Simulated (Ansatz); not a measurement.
# A hypothetical structure for CaIn2Si2, part 2 of 2

This structure for CaIn2Si2 is made up. Its elements were placed in a known structure type with a cell scaled to their sizes. What cell does the guess relax to, and how far off was it?

Ansatz 0.2.0; DFT, r2SCAN, plane-wave PAW, files of the set soft_1, scalar-relativistic, no spin, cell and ions relaxed at zero pressure; PAW set soft_1 (the session's first sound run).

So far: Set-up; Relaxation of the guess. The relaxed cell has a = 4.956, c = 9.581 Å (conventional setting).

### 3. Electronic structure of the relaxed cell

With the geometry fixed, one more self-consistent run, with a narrower smearing and the mesh shown in its input, gives the bands, and its pressure, and its forces where symmetry allows any, show how far the geometry depends on these settings.

This step: DFT, r2SCAN, plane-wave PAW, files of the set soft_1, scalar-relativistic, no spin, bands and density of states at the relaxed cell; PAW set soft_1 (Ansatz 0.2.0).

The input, input.yaml:

```yaml
crystal:
  lattice:
    - [-2.4779923977, 2.4779923977, 4.7904187868]
    - [2.4779923977, -2.4779923977, 4.7904187868]
    - [2.4779923977, 2.4779923977, -4.7904187868]
  atoms:
    - { symbol: In, position: [0.25, 0.75, 0.5] }
    - { symbol: In, position: [0.75, 0.25, 0.5] }
    - { symbol: Ca, position: [0.0, 0.0, 0.0] }
    - { symbol: Si, position: [0.3767089411, 0.3767089411, 0.0] }
    - { symbol: Si, position: [0.6232910589, 0.6232910589, 0.0] }
kpoints:
  mp_grid: { grid: [10, 10, 10] }
  band_path:
    path:
      - [[0.0, 0.0, 0.0], [0.0, 0.0, 0.5], [-0.13378979, 0.13378979, 0.5], [-0.3168949, 0.3168949, 0.3168949], [0.0, 0.0, 0.0], [0.5, 0.5, -0.5], [0.3168949, 0.6831051, -0.3168949], [0.0, 0.5, 0.0], [0.25, 0.25, 0.25], [0.5, 0.5, -0.13378979], [0.5, 0.5, -0.5]]
      - [[0.0, 0.0, 0.5], [0.25, 0.25, 0.25]]
    npoints: 7
scf:
  occupations: { method: fermi_dirac, width: 0.03 }
  n_extra_bands: 9
hamiltonian:
  xc: r2scan
  pseudopotentials: { kind: paw, azcp: { folder: soft_1 } }
output:
  forces: true
  stress: true
  write_bands: true
  dos: { projected: true }
  write_density: true
  write_potential: true
  elf: true
  volumetric_format: npy
```

The run is started by

```
$ ansatz run input.yaml --threads 4 --pin off --max-ram 8192MiB --backend cpu --events-out ev --progress --plain --runs-dir out
```

Numbers of over 12 decimals in the logs are rounded to 6 here.

Output:

```text
[...]
Crystal: 5 atoms, lattice volume = 117.661 Å³
Basis set: ecut = 500 eV, 2969 PW (Γ), exchange–correlation on 180×180×180 points (64 copies of the dense FFT grid, shifted against one another)
Bands: 31, of which v1, the nominal top of the filled ones, is band 22 counted from 1 (21 counted from 0)
Symmetry: 16 space group operations
[...]
k-points: 102 of 1000
[...]
SCF iter   1: F=—  HF=-14323.890434 eV  |F-HF|=—  |Δ(HF+E_count)|=         —  Δρ=2.92e-2  dr2=1.44e0  dr2_τ=3.07e-2  ethr=3.10e-3  ⟨swp⟩=8.8  Hψ=17510  notcnv=0  defer=1
[...]
SCF iter   8: F=-14323.849102 eV  HF=-14323.849102 eV  |F-HF|=2.27e-8  |Δ(HF+E_count)|=   4.09e-7  Δρ=5.00e-6  dr2=4.21e-8  dr2_τ=1.29e-9  ethr=2.27e-10  ⟨swp⟩=13.7  Hψ=24542  notcnv=0
SCF 1 converged in 8 iterations: F = -14323.849102 eV  dr2 = 4.21e-8
[...]
NSCF: frozen V_eff on 79 k-points
SCF converged after 8 iterations
Free energy (F): -14323.849102 eV
[...]
Internal energy: -14323.844086 eV  (E = F + TS)
E sigma→0 (E₀):  -14323.846594 eV
Entropy (-TS):   -0.005016 eV (-1.003 meV/atom)
Fermi energy:    9.251785 eV
[...]
--- Forces (eV/Å), atoms counted from 1 ---
  atom   1  In    -0.00000000    -0.00000000     0.00000000
  atom   2  In     0.00000000     0.00000000    -0.00000000
  atom   3  Ca     0.00000000    -0.00000000     0.00000000
  atom   4  Si     0.00000000    -0.00000000    -0.00972404
  atom   5  Si    -0.00000000    -0.00000000     0.00972404
  max |Σ_I F_I| component: 2.78e-17 eV/Å
--- Stress (GPa, compression-positive) ---
        0.066427       0.000000       0.000000
        0.000000       0.066427      -0.000000
        0.000000      -0.000000      -0.100531
  P = ⅓ Tr σ = 0.0108 GPa (0.108 kbar)
--- Band table (eV; the first three rows and the last of 102) ---
  k-point 0: bands = [... 18 lower, 5.7138, 6.1427, 7.4072, 7.4072, 8.4881, 8.8448, 9.6505, 11.3709, ... 5 higher]
  k-point 1: bands = [... 18 lower, 5.8933, 6.9552, 7.0165, 7.4435, 9.0876, 9.0934, 10.0782, 11.3140, ... 5 higher]
  k-point 2: bands = [... 18 lower, 6.3224, 6.3402, 6.3430, 9.1941, 9.7614, 10.1461, 10.3269, 10.7234, ... 5 higher]
  k-point 101: bands = [... 18 lower, 5.3390, 6.9067, 8.3979, 9.6243, 9.6243, 10.0119, 11.2222, 11.2222, ... 5 higher]
```

Wall time 18 s (4 threads of Arm Neoverse V1, shared host); peak memory 1 GiB.

Reading the cycles: dr2 is the Hartree energy of the density residual (eV), the measure of convergence; HF is the Harris–Foulkes estimate of the energy, which meets the free energy F at convergence.

This step gave:

```yaml
free_energy: -14323.8491 eV
energy_at_zero_smearing: -14323.8466 eV
smearing_term_ts: 0.005016 eV
fermi_energy: 9.252 eV
pressure: 0.01077 GPa
```

From bands.tsv, the bands that come nearest the Fermi level along the path, at its corners, in eV from the Fermi level:

| point | band 19 | band 20 | band 21 | band 22 | band 23 | band 24 | band 25 | band 26 |
| --- | --- | --- | --- | --- | --- | --- | --- | --- |
| Γ | -3.54 | -3.11 | -1.84 | -1.84 | -0.76 | -0.41 | 0.40 | 2.12 |
| X | -4.35 | -3.80 | -1.55 | 0.85 | 1.27 | 1.72 | 2.74 | 2.83 |
| Y | -4.85 | -3.10 | -1.31 | 0.91 | 1.45 | 1.68 | 2.06 | 2.20 |
| S | -2.76 | -2.43 | -1.97 | -1.07 | 0.16 | 1.43 | 1.60 | 2.03 |
| Γ | -3.54 | -3.11 | -1.84 | -1.84 | -0.76 | -0.41 | 0.40 | 2.12 |
| Z | -3.91 | -2.35 | -0.85 | 0.37 | 0.37 | 0.76 | 1.97 | 1.97 |
| S1 | -2.76 | -2.43 | -1.97 | -1.07 | 0.16 | 1.43 | 1.60 | 2.03 |
| N | -3.12 | -1.82 | -1.76 | -1.05 | -0.57 | 0.96 | 1.11 | 2.25 |
| P | -4.09 | -2.84 | -2.84 | -0.40 | 2.43 | 2.82 | 2.85 | 3.08 |
| Y1 | -4.85 | -3.10 | -1.31 | 0.91 | 1.45 | 1.68 | 2.06 | 2.20 |
| Z | -3.91 | -2.35 | -0.85 | 0.37 | 0.37 | 0.76 | 1.97 | 1.97 |
| X | -4.35 | -3.80 | -1.55 | 0.85 | 1.27 | 1.72 | 2.74 | 2.83 |
| P | -4.09 | -2.84 | -2.84 | -0.40 | 2.43 | 2.82 | 2.85 | 3.08 |

Counts of states for the cell as run, both spins, by energy window (eV from the Fermi level):

```csv
from,to,total
-8,-7,0.57
-7,-6,1.59
-6,-5,1.09
-5,-4,1.83
-4,-3,1.76
-3,-2,2.28
-2,-1,1.85
-1,0,1.63
0,1,2.03
1,2,3.91
2,3,4.74
```

A further 31.4 states lie below the table's range.

Electrostatic potential energy in the ab plane of the cell as run, not the conventional one, at fractional z = 0.000, with atoms of Ca and Si within 0.2 Å of it. With pseudopotentials it is smooth inside the atoms' cores, unlike the true potential.

Ten even steps from '_' (-36 eV) to '@' (11 eV), each cell a mean:
```
____==%%@@@@@@@@@@@@@@@@@@%%==__
..::++%%@@@@@@@@@@@@@@@@@@@@##==
##**##%%@@@@@@@@@@%%@@@@@@@@@@%%
@@%%@@@@@@@@@@%%**++**%%@@@@@@@@
@@@@@@@@@@@@@@##--::::==%%@@@@@@
@@@@@@@@@@@@@@##::++**::**@@@@@@
@@@@@@@@@@%%@@%%==--++::++%%@@@@
@@@@@@%%**==++####==::--**@@@@@@
@@@@@@##--::::--##%%####%%@@@@@@
@@@@@@##--==##::++@@@@@@@@@@@@@@
@@@@@@%%++::==::==%%@@@@@@@@@@@@
@@@@@@@@%%++----**@@@@@@@@@@@@@@
%%@@@@@@@@%%####%%@@@@@@@@%%%%%%
++##%%@@@@@@@@@@@@@@@@@@@@##++==
__--##@@@@@@@@@@@@@@@@@@%%**::__
____++%%@@@@@@@@@@@@@@@@@@##..__
```
Columns run along a (5.9 Å; values clipped at the 3rd and 97th percentile), rows up along b (5.9 Å). Atoms in or near the plane, at fractional coordinates: Ca at (0.00, 0.00), Si at (0.38, 0.38), Si at (0.62, 0.62).

Valence density in the ab plane of the cell as run, not the conventional one, at fractional z = 0.000, with atoms of Ca and Si within 0.2 Å of it. It is the smooth field of the valence electrons, not physical close to the nuclei.

Ten steps, logarithmic in the rise over the least value, from '_' (0.1 e/Å³) to '@' (6.3 e/Å³), each cell a mean:
```
@@@@**::____..........____::**@@
####++::____....::::....__..--**
====::______..::----::::..__..::
__..________..----------::..____
__________..::------------::..__
____......::::----::::----::....
......::::----====--::------::..
....::------========--------::..
....::--------======------::....
....::----::::--==--::::........
__....------::------::..________
____..::----------::..__________
..____..::--------::..______::::
++--..__....::::::....____::++**
%%##--____..........____..==##@@
@@%%++..____........______==##@@
```
Columns run along a (5.9 Å), rows up along b (5.9 Å). Atoms in or near the plane, at fractional coordinates: Ca at (0.00, 0.00), Si at (0.38, 0.38), Si at (0.62, 0.62).

ELF in the ab plane of the cell as run, not the conventional one, at fractional z = 0.000, with atoms of Ca and Si within 0.2 Å of it. It is the smooth field of the valence electrons, not physical close to the nuclei.

Values, 16 rows by 16 columns, each cell a mean:
```
0.81 0.85 0.73 0.20 0.06 0.16 0.20 0.20 0.20 0.20 0.19 0.15 0.07 0.19 0.71 0.84
0.83 0.82 0.61 0.14 0.06 0.20 0.33 0.40 0.43 0.42 0.37 0.30 0.16 0.06 0.29 0.71
0.41 0.43 0.23 0.05 0.06 0.24 0.45 0.60 0.68 0.68 0.63 0.53 0.38 0.17 0.06 0.19
0.06 0.06 0.04 0.04 0.09 0.26 0.49 0.66 0.71 0.70 0.69 0.68 0.58 0.38 0.16 0.07
0.12 0.12 0.13 0.15 0.19 0.31 0.51 0.64 0.53 0.47 0.50 0.61 0.68 0.53 0.30 0.15
0.16 0.23 0.32 0.38 0.39 0.47 0.63 0.72 0.52 0.45 0.53 0.50 0.69 0.63 0.37 0.19
0.16 0.27 0.46 0.58 0.59 0.63 0.76 0.85 0.78 0.52 0.45 0.47 0.70 0.68 0.42 0.20
0.16 0.29 0.54 0.70 0.66 0.59 0.75 0.89 0.91 0.78 0.52 0.53 0.71 0.68 0.43 0.20
0.16 0.29 0.57 0.74 0.61 0.40 0.48 0.77 0.89 0.85 0.72 0.64 0.66 0.60 0.40 0.20
0.16 0.27 0.53 0.72 0.59 0.47 0.54 0.48 0.75 0.76 0.63 0.51 0.49 0.45 0.33 0.20
0.15 0.23 0.45 0.66 0.65 0.48 0.47 0.40 0.59 0.63 0.47 0.31 0.26 0.24 0.20 0.16
0.08 0.15 0.33 0.55 0.68 0.65 0.59 0.61 0.66 0.59 0.39 0.19 0.09 0.06 0.06 0.06
0.12 0.06 0.15 0.37 0.55 0.66 0.72 0.74 0.70 0.58 0.38 0.15 0.04 0.05 0.14 0.20
0.63 0.30 0.07 0.15 0.33 0.45 0.53 0.57 0.54 0.46 0.32 0.13 0.04 0.23 0.61 0.73
0.84 0.75 0.30 0.06 0.15 0.23 0.27 0.29 0.29 0.27 0.23 0.12 0.06 0.43 0.82 0.85
0.77 0.84 0.63 0.12 0.08 0.15 0.16 0.16 0.16 0.16 0.16 0.12 0.06 0.41 0.83 0.81
```
Columns run along a (5.9 Å), rows up along b (5.9 Å). Atoms in or near the plane, at fractional coordinates: Ca at (0.00, 0.00), Si at (0.38, 0.38), Si at (0.62, 0.62).

### 4. Outcome

| Quantity | Value |
| --- | --- |
| space group, relaxed | I4/mmm |
| conventional cell | a = 4.956, b = 4.956, c = 9.581 Å; α = 90.0°, β = 90.0°, γ = 90.0° |
| volume per atom | 23.53 Å³ (guess 20.57) |

CaIn2Si2 relaxes to I4/mmm with a = 4.956, b = 4.956 and c = 9.581 Å. The guessed volume was 13 % too small. The space group I4/mmm was held in the relaxation, so the end point is a stationary structure within it and may be a saddle against distortions or other arrangements. Bands cross the Fermi level, so it is a metal or semimetal at this level. On the 10×10×10 mesh with the narrower smearing (relaxed on 9×9×9) the largest force component is 0.010 eV/Å and the largest stress component is 0.101 GPa, against the relaxation's thresholds of 0.015 eV/Å and 0.05 GPa. The cutoff wasn't tested. No dispersion term is used, so weakly bound directions may come out too long. Nothing here tests whether the compound is stable against decomposition.

[Logs are printed without paths, hosts, clocks, repeated set-up lines and the standing remarks that a program may print on its own settings, such as how far it seeks lower states.]

[Hosts, paths, dates, database ids (printed as entryN), source tags and the programs' standing remarks are cut or masked in the printed files.]
